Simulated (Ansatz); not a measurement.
# YBRh3 (Pm-3m): phonons and vibrational spectra, part 2 of 3

How does YBRh3 (Pm-3m) vibrate, and is this structure a minimum?

Ansatz 0.2.0; DFT PBEsol, scalar-relativistic, plane waves, PAW; PAW set soft_1.

So far: Set-up; Relaxation. The relaxed cell has a = 4.150 Å (conventional setting).

## 3. Tight relaxation

Phonons need a cell at rest on their own settings, so the relaxation is repeated with tight tolerances on forces and stress, using the mesh and the filling of the phonon run that follows.

input.yaml reads:

```yaml
crystal:
  lattice:
    - [4.1496608664, 0.0, 0.0]
    - [0.0, 4.1496608664, 0.0]
    - [0.0, 0.0, 4.1496608664]
  atoms:
    - { symbol: "Y", position: [0.0, 0.0, 0.0] }
    - { symbol: B, position: [0.5, 0.5, 0.5] }
    - { symbol: Rh, position: [0.0, 0.5, 0.5] }
    - { symbol: Rh, position: [0.5, 0.0, 0.5] }
    - { symbol: Rh, position: [0.5, 0.5, 0.0] }
kpoints:
  mp_grid: { grid: [8, 8, 8] }
hamiltonian:
  xc: pbesol
  pseudopotentials: { kind: paw, azcp: { folder: soft_1 }, xc_functional: pbe }
scf:
  occupations: { method: methfessel_paxton, width: 0.2 }
output:
  forces: true
  stress: true
  eigenvalues: true
relax:
  adjacent_minimum: "off"
  f_tol: 0.001
  max_steps: 60
  cell: { stress_tol: 0.01 }
```

Launch:

```
$ ansatz run input.yaml --threads 4 --pin off --max-ram 10240MiB --backend cpu --events-out ev --progress --plain --runs-dir out
```

Numbers of over 12 decimals in the logs are rounded to 6 here.

The program printed:

```text
[...]
Crystal: 5 atoms, lattice volume = 71.456 Å³
Basis set: ecut = 420 eV, 1365 PW (Γ), exchange–correlation on 60×60×60 points (8 copies of the dense FFT grid, shifted against one another)
Bands: 39, of which v1, the nominal top of the filled ones, is band 33 counted from 1 (32 counted from 0)
Symmetry: 48 space group operations
[...]
k-points: 35 of 512
[...]
--- Relaxed structure (3 steps of the walk, 3 accepted, 1 SCFs on fresh bases) ---
[...]
cell:  # Å, volume = 71.4444 Å³
    - [4.149439, 0.0, 0.0]
    - [0.0, 4.149439, 0]
    - [0.0, 0, 4.149439]
  atoms:
    - { symbol: Y, position: [0, 0, 0] }
    - { symbol: B, position: [0.500000, 0.500000, 0.500000] }
    - { symbol: Rh, position: [0, 0.500000, 0.500000] }
    - { symbol: Rh, position: [0.500000, 0, 0.500000] }
    - { symbol: Rh, position: [0.500000, 0.500000, 0] }
[key lines of the parts left out:]
SCF converged after 5 iterations
Free energy (F): -22968.035091 eV
Fermi energy:    17.806869 eV
P = ⅓ Tr σ = 0.0002 GPa (0.002 kbar)
```

The job ended after 6 s (4 threads of Arm Neoverse V1, shared host; peak memory 0.45 GiB; 22 s of CPU time).

Little changed from the start: no atom moved by 0.005 Å and no cell edge by 0.1 %.

This step gave:

| Quantity | Value |
| --- | --- |
| pressure | 1.85e-4 GPa |

The forces vanish by symmetry and the pressure is 0.000 GPa, within the tolerances set. The cell now holds 14.29 Å³/atom.

## 4. Modes at Γ

The zone centre comes first: it holds the modes that light can see, as far as symmetry allows. No field response is asked, since the mesh shows no gap.

input.yaml, the sections that differ from step 3:

```yaml
crystal:
  lattice:
    - [4.1494386865, 0.0, 0.0]
    - [0.0, 4.1494386865, 0.0]
    - [0.0, 0.0, 4.1494386865]
  atoms:
    - { symbol: "Y", position: [0.0, 0.0, 0.0] }
    - { symbol: B, position: [0.5, 0.5, 0.5] }
    - { symbol: Rh, position: [0.0, 0.5, 0.5] }
    - { symbol: Rh, position: [0.5, 0.0, 0.5] }
    - { symbol: Rh, position: [0.5, 0.5, 0.0] }
output:
  eigenvalues: true
phonons:
  method: dfpt
# kpoints, hamiltonian, scf: as in step 3
# relax: removed
```

The program printed:

```text
zone centre: on kpoints.mp_grid the ground state, and the responses unless they are solved on pairs of k-points, stand on 125 of the mesh's 512 k-points, reduced under 8 symmetry operations, with k and −k counted as one. Each operation leaves every solved displacement unchanged or reverses it
[...]
Crystal: 5 atoms, lattice volume = 71.444 Å³
Basis set: ecut = 420 eV, 1365 PW (Γ), exchange–correlation on 60×60×60 points (8 copies of the dense FFT grid, shifted against one another)
Bands: 39, of which v1, the nominal top of the filled ones, is band 33 counted from 1 (32 counted from 0)
Symmetry: 48 space group operations
k-points: 125 of 512 (irreducible under 8 space group operations)
[...]
SCF iter   1: F=—  HF=-22975.547390 eV  |F-HF|=—  |Δ(HF+E_count)|=         —  Δρ=2.03e-1  dr2=4.34e1  ethr=3.10e-3  ⟨swp⟩=4.9  Hψ=15510  notcnv=0
[...]
SCF iter  12: F=-22968.035091 eV  HF=-22968.035091 eV  |F-HF|=0.00e0  |Δ(HF+E_count)|=  7.28e-12  S|Δr|=    0.00e0  Δρ=2.55e-8  dr2=3.71e-13  ethr=1.00e-12  ⟨swp⟩=10.4  Hψ=20946  notcnv=0
SCF 1 converged in 12 iterations: F = -22968.035091 eV  dr2 = 3.71e-13
[...]
DFPT response loops at Γ: preconditioner auto → Kerker (q_TF=auto, 2.686 Å⁻¹) (partly filled bands, converged f_vac=0.000); β = 1.00, the filter's whole step (`scf.mixing.beta` (0.50) is not read by the response loops under this deck's `scf.mixing.preconditioner`; to damp them name `kerker` or `kerker_dos`, under which they read `scf.mixing.beta`, and type it under 1.00, their step now; both keys bind the ground state too); Broyden in place of MSR1
SCF converged after 12 iterations
[...]
Free energy (F): -22968.035091 eV
[...]
Internal energy: -22968.025611 eV  (E = F + TS)
E sigma→0 (E₀):  -22968.032721 eV
Entropy (-TS):   -0.009480 eV (-1.896 meV/atom)
Fermi energy:    17.806869 eV
[...]
--- Band table (eV; the first three rows and the last of 125) ---
  k-point 0: bands = [... 29 lower, 17.1163, 17.1163, 18.1061, 18.1105, 18.1105, 18.1105, 21.6554, 21.6554, ... 2 higher]
  k-point 1: bands = [... 29 lower, 16.6724, 17.4399, 17.9908, 18.1108, 18.6019, 18.6019, 21.5853, 21.8664, ... 2 higher]
  k-point 2: bands = [... 29 lower, 16.5439, 17.2216, 17.6628, 18.1116, 19.2738, 19.2738, 21.4030, 22.2106, ... 2 higher]
  k-point 124: bands = [... 29 lower, 17.9409, 17.9409, 17.9409, 19.3677, 19.3677, 19.3677, 20.0924, 20.0924, ... 2 higher]
--- Phonons (Γ-DFPT): 4 representative perturbations + reference, on 125 of 512 k-points (Σ response iterations 14) ---
  k mesh reduced under 8 symmetry operations, with k and −k counted as one. Each operation leaves every solved displacement unchanged or reverses it
  ASR residual: 1.513e-5 → 0.000e0 eV/Å²; symmetrization residual: 7.746e-6 eV/Å²
  ASR residual per site (eV/Å²): 1.51e-5 1.82e-6 9.78e-6 9.78e-6 9.78e-6
  Γ frequencies (cm⁻¹): 0.00 0.00 0.00 114.57 114.57 114.57 151.63 151.63 151.63 182.11 182.11 182.11 539.13 539.13 539.13
  non-analytic LO–TO correction: not included (Born effective charges unavailable; polar crystals: no LO–TO splitting at Γ)
```

Wall time 56 s (4 threads); peak memory 1.3 GiB; 3.5 min of CPU time.

This step gave:

```yaml
sum_rule_residual_before_enforcement: 1.51e-5 eV/Å²
point_group: m-3m
highest_optical_mode_at_the_zone_centre_no_lo_to_term: 539.1 cm⁻¹
lowest_optical_zone_centre_mode: 114.6 cm⁻¹
```

Patterns of degenerate modes are one choice out of their space. The modes at Γ (shares of kinetic energy by element, %):

| mode | frequency (cm⁻¹) | symmetry | Y % | B % | Rh % |
| --- | --- | --- | --- | --- | --- |
| 1 | 0.0 | acoustic | 22 | 3 | 76 |
| 2 | 0.0 | acoustic | 22 | 3 | 76 |
| 3 | 0.0 | acoustic | 22 | 3 | 76 |
| 4 | 114.6 | T1u | 13 | 11 | 76 |
| 5 | 114.6 | T1u | 13 | 11 | 76 |
| 6 | 114.6 | T1u | 13 | 11 | 76 |
| 7 | 151.6 | T2u | 0 | 0 | 100 |
| 8 | 151.6 | T2u | 0 | 0 | 100 |
| 9 | 151.6 | T2u | 0 | 0 | 100 |
| 10 | 182.1 | T1u | 66 | 0 | 34 |
| 11 | 182.1 | T1u | 66 | 0 | 34 |
| 12 | 182.1 | T1u | 66 | 0 | 34 |
| 13 | 539.1 | T1u | 0 | 86 | 14 |
| 14 | 539.1 | T1u | 0 | 86 | 14 |
| 15 | 539.1 | T1u | 0 | 86 | 14 |

Displacements in mode 6 (114.6 cm⁻¹), the largest set to 1:
```
Y1  -0.38 -0.02  0.33
B2   1.00  0.05 -0.87
Rh3  0.77 -0.01  0.24
Rh4 -0.27  0.04  0.24
Rh5 -0.27 -0.01 -0.67
```

Displacements in mode 15 (539.1 cm⁻¹), the largest set to 1:
```
Y1   0.00  0.00  0.00
B2   0.00 -0.06  1.00
Rh3  0.00  0.00  0.01
Rh4  0.00  0.01  0.01
Rh5  0.00  0.00 -0.13
```

Before it was imposed, the acoustic sum rule was missed by 1.5e-5 eV/Å². Small misses are needed for a sound result but don't prove that mesh and cutoff are converged. The lowest optical mode is real, 115 cm⁻¹.

## 5. Response at finite wavevector

Stability and thermal properties need the whole zone. Linear response on a 4×4×4 q mesh gives force constants as far as a supercell of that size would.

input.yaml: that of step 4 with these lines changed.

```diff
@@ -22 +22,8 @@
   method: dfpt
+  qmesh: [4, 4, 4]
+  temperatures: { t_max: 1000, t_step: 50 }
+  qpath:
+    path:
+      - [[0.0, 0.0, 0.0], [0.0, 0.5, 0.0], [0.5, 0.5, 0.0], [0.0, 0.0, 0.0], [0.5, 0.5, 0.5], [0.0, 0.5, 0.0]]
+      - [[0.5, 0.5, 0.5], [0.5, 0.5, 0.0]]
+    npoints: 10
```

The program printed:

```text
[...]
Crystal: 5 atoms, lattice volume = 71.444 Å³
Basis set: ecut = 420 eV, 1365 PW (Γ), exchange–correlation on 60×60×60 points (8 copies of the dense FFT grid, shifted against one another)
Bands: 39, of which v1, the nominal top of the filled ones, is band 33 counted from 1 (32 counted from 0)
Symmetry: 48 space group operations
k-points: 35 of 512
[...]
SCF iter   1: F=—  HF=-22975.547653 eV  |F-HF|=—  |Δ(HF+E_count)|=         —  Δρ=2.03e-1  dr2=4.34e1  ethr=3.10e-3  ⟨swp⟩=4.9  Hψ=4323  notcnv=0
[...]
SCF iter  12: F=-22968.035091 eV  HF=-22968.035091 eV  |F-HF|=7.28e-12  |Δ(HF+E_count)|=  7.28e-12  S|Δr|=    0.00e0  Δρ=2.55e-8  dr2=3.72e-13  ethr=1.00e-12  ⟨swp⟩=10.1  Hψ=5846  notcnv=0
SCF 1 converged in 12 iterations: F = -22968.035091 eV  dr2 = 3.72e-13
[...]
phonons: the bands overlap, so this run is a metal and interpolates without the dipole-dipole term. If the crystal is really an insulator or semiconductor, its LO-TO splitting is missing
NSCF: frozen V_eff on 35 k-points
[...]
DFPT response loops at q = (0, 0, 0) (fractional): preconditioner auto → Kerker (q_TF=auto, 2.686 Å⁻¹) (partly filled bands, converged f_vac=0.000); β = 1.00, the filter's whole step (`scf.mixing.beta` (0.50) is not read by the response loops under this deck's `scf.mixing.preconditioner`; to damp them name `kerker` or `kerker_dos`, under which they read `scf.mixing.beta`, and type it under 1.00, their step now; both keys bind the ground state too); Broyden in place of MSR1
[...]
SCF converged after 12 iterations
[...]
Free energy (F): -22968.035091 eV
[...]
Internal energy: -22968.025611 eV  (E = F + TS)
E sigma→0 (E₀):  -22968.032721 eV
Entropy (-TS):   -0.009480 eV (-1.896 meV/atom)
Fermi energy:    17.806869 eV
[...]
--- Band table (eV; the first three rows and the last of 35) ---
  k-point 0: bands = [... 29 lower, 17.1163, 17.1163, 18.1061, 18.1105, 18.1105, 18.1105, 21.6554, 21.6554, ... 2 higher]
  k-point 1: bands = [... 29 lower, 16.6724, 17.4399, 17.9908, 18.1108, 18.6019, 18.6019, 21.5853, 21.8664, ... 2 higher]
  k-point 2: bands = [... 29 lower, 16.5439, 17.2216, 17.6628, 18.1116, 19.2738, 19.2738, 21.4030, 22.2106, ... 2 higher]
  k-point 34: bands = [... 29 lower, 17.9409, 17.9409, 17.9409, 19.3677, 19.3677, 19.3677, 20.0924, 20.0924, ... 2 higher]
--- Phonons (Γ-DFPT): 4 representative perturbations + reference (Σ response iterations 14) ---
  ASR residual: 1.479e-5 → 0.000e0 eV/Å²; symmetrization residual: 7.774e-6 eV/Å²
  ASR residual per site (eV/Å²): 1.48e-5 1.80e-6 9.61e-6 9.61e-6 9.61e-6
[...]
--- Phonons (arbitrary-q DFPT): 10 irreducible q on the 4×4×4 mesh ---
  q = [0.0000, 0.0000, 0.0000] (star 1, of the zone-centre solve; hermiticity 8.65e-7, symmetrization 1.02e-12): -0.00 -0.00 -0.00 114.57 114.57 114.57 151.63 151.63 151.63 182.11 182.11 182.11 539.13 539.13 539.13
  q = [0.0000, 0.0000, 0.2500] (star 6, 9 solved perturbations in 1560 linear systems a pass and spin channel, the states on 200 of 512 k-point pairs; hermiticity 8.36e-7, symmetrization 6.47e-13): 54.18 54.18 99.74 118.32 118.32 149.99 149.99 160.33 177.25 179.66 179.66 194.59 540.31 540.31 599.47
[...]
q = [0.0000, 0.2500, -0.5000] (star 12, 15 solved perturbations on 200 of 512 k-point pairs; hermiticity 8.51e-7, symmetrization 4.47e-14): 101.35 102.03 117.56 119.45 145.39 147.05 153.52 169.43 176.96 179.97 180.50 235.65 541.16 601.81 656.70
[...]
sum rule: each row above includes the acoustic sum rule's correction from the zone centre's row sums; it moved no ω² by more than (0.21 cm⁻¹)²
  mesh force constants: q→R imaginary residual 7.18e-19; ASR residual 1.479e-5 → 0.000e0 eV/Å²; symmetrization residual 9.770e-15 eV/Å²
  interpolated dispersion: 62 rows × 15 modes
  density of states and harmonic sums: on the 16×16×16 q-mesh, interpolated from the force constants of a 4×4×4 supercell (no non-analytic term)
  largest difference from the sums on the solved wave vectors: F 9.90e-3 eV, S 1.39e-5 and C_V 3.98e-6 eV/K
  zero-point energy: 0.223964 eV/cell   skipped modes (ω ≤ 0): 3   left out of the sums: 4.88e-5 of the cell's modes: C_V's classical limit lies that fraction below 3 k_B per atom; for a crystal, a wire or a layer, F and S can be off by more, and a phonons.interpolated_qmesh denser along its periods is the remedy for the sampling
```

Run time: 24 min. Hardware: 4 threads; peak memory 3.2 GiB.

Numbers from this step:

```
sum-rule residual before enforcement                       : 1.48e-5 eV/Å²
lowest frequency on the path                               : 0 cm⁻¹
highest frequency on the path or at a solved wavevector    : 658.5 cm⁻¹
mean frequency                                             : 240.9 cm⁻¹
Debye temperature (second moment)                          : 563 K
logarithmic mean frequency                                 : 192.6 cm⁻¹
lowest mode on the q mesh (acoustic modes at Γ apart)      : 54.18 cm⁻¹
zero-point energy per atom                                 : 44.79 meV
heat capacity at 300 K                                     : 21.66 J/(mol atoms K)
vibrational entropy at 300 K                               : 28.81 J/(mol atoms K)
edges of the widest gap between branches, on path and mesh : 276.6, 539.1 cm⁻¹
```

Frequencies (cm⁻¹) solved at each irreducible wavevector; negative means imaginary. Frequencies by wavevector, by row:

```
q in reciprocal lattice units  star  mode 1  mode 2  mode 3  mode 4  mode 13  mode 14  mode 15
                        0 0 0     1       0       0       0   114.6    539.1    539.1    539.1
                     0 0 0.25     6    54.2    54.2    99.7   118.3    540.3    540.3    599.5
                     0 0 -0.5     3    96.8    96.8   102.9   102.9    541.5    541.5    655.9
                  0 0.25 0.25    12    74.5    76.3   122.2   128.3    540.6      596    604.3
                  0 0.25 -0.5    12   101.3     102   117.6   119.5    541.2    601.8    656.7
                  0 -0.5 -0.5     3   109.2   109.2   113.1   119.3    541.2    656.6    656.6
               0.25 0.25 0.25     8    87.9    87.9   140.2   140.6    597.3    597.3    608.3
               0.25 0.25 -0.5    12   104.6     114   114.6   131.7    598.7    606.3    656.9
               0.25 -0.5 -0.5     6   107.1   107.1   122.2   122.5    602.5    658.1    658.1
               -0.5 -0.5 -0.5     1   102.8   102.8   102.8   122.6    658.5    658.5    658.5
```

Interpolated from a 4×4×4 q mesh. Phonon branches along the path, in cm⁻¹:

| point | branch 1 | branch 2 | branch 3 | branch 4 | branch 12 | branch 13 | branch 14 | branch 15 |
| --- | --- | --- | --- | --- | --- | --- | --- | --- |
| Γ | 0 | 0 | 0 | 115 | 182 | 539 | 539 | 539 |
| halfway | 54 | 54 | 100 | 118 | 195 | 540 | 540 | 600 |
| X | 97 | 97 | 103 | 103 | 224 | 542 | 542 | 656 |
| halfway | 101 | 102 | 118 | 120 | 236 | 541 | 602 | 657 |
| M | 109 | 109 | 113 | 119 | 258 | 541 | 657 | 657 |
| halfway | 74 | 76 | 122 | 128 | 206 | 541 | 596 | 604 |
| Γ | 0 | 0 | 0 | 115 | 182 | 539 | 539 | 539 |
| halfway | 88 | 88 | 140 | 141 | 216 | 597 | 597 | 608 |
| R | 103 | 103 | 103 | 123 | 277 | 658 | 658 | 658 |
| halfway | 105 | 114 | 115 | 132 | 244 | 599 | 606 | 657 |
| X | 97 | 97 | 103 | 103 | 224 | 542 | 542 | 656 |
| jump to R | 103 | 103 | 103 | 123 | 277 | 658 | 658 | 658 |
| halfway | 107 | 107 | 122 | 122 | 262 | 602 | 658 | 658 |
| M | 109 | 109 | 113 | 119 | 258 | 541 | 657 | 657 |

Tetrahedra on a 16×16×16 mesh, mean over bins of 10 cm-1. Interpolated from a 4×4×4 q mesh. Table of phonon density of states by wavenumber; read off at these points:

wavenumber (cm⁻¹), phonon density of states (1/cm⁻¹/cell) and a bar:
```
        5      0.000 
       25      0.001 
       45      0.004 #
       75      0.018 ###
       95      0.048 #######
      105      0.081 ############
      115      0.053 ########
      135      0.111 ################
      145      0.145 #####################
      165      0.060 #########
      185      0.202 ##############################
      205      0.007 #
      225      0.019 ###
      255      0.013 ##
      275      0.001 
      295      0.000 
      315      0.000 
      345      0.000 
      365      0.000 
      385      0.000 
      405      0.000 
      435      0.000 
      455      0.000 
      475      0.000 
      495      0.000 
      525      0.000 
      545      0.050 #######
      565      0.019 ###
      585      0.016 ##
      615      0.016 ##
      635      0.020 ###
      655      0.048 #######
```

(Continued in part 3 of 3.)

[Logs are printed without paths, hosts, clocks, repeated set-up lines and the standing remarks that a program may print on its own settings, such as how far it seeks lower states.]

[Hosts, paths, dates, database ids (printed as entryN), source tags and the programs' standing remarks are cut or masked in the printed files.]
